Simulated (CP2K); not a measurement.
Consider oxygen difluoride at its PBE geometry (Å).

```xyz
3

F    -1.1166   -0.2968    0.0000
O     0.0000    0.5937    0.0000
F     1.1166   -0.2968    0.0000
```

Method: CP2K XAS_TDP, all-electron GAPW, PBEh(45%), aug-cc-pVTZ, TDA, no relativity.

**Question.** Where do the F K-edge lines lie, and how strong are they?

Leading lines: F1 677.50 eV. The leading line of an atom is its first one with 35 % of the strongest within 2.5 eV of its lowest line over the strength cut. 

The first six lines of each atom with a strength over 0.0015:

```
                     atom  energy (eV)  states  strength, one atom
F1 (bonded to O), 2 alike       677.50       1              0.0638
                                682.78       1              0.0052
                                686.90       1              0.0023
                                688.23       1              0.0034
                                688.40       1              0.0060
                                690.12       1              0.0034
```

Lines are vertical, at one geometry, with no vibrational structure. Without a correction of the core level, line positions, and the gaps between valence and Rydberg lines, follow the share of exact exchange. These values hold no scalar relativity, about 0.7 eV for F 1s. Rydberg lines, and the discretised continuum above threshold, depend on the basis and the box.

[Banner, clock and machine lines of the logs are left out without a mark of their own.]

[Logs are printed without paths, hosts, clocks, repeated set-up lines and the standing remarks that a program may print on its own settings, such as how far it seeks lower states.]

[Hosts, paths, dates, database ids (printed as entryN), source tags and the programs' standing remarks are cut or masked in the printed files.]
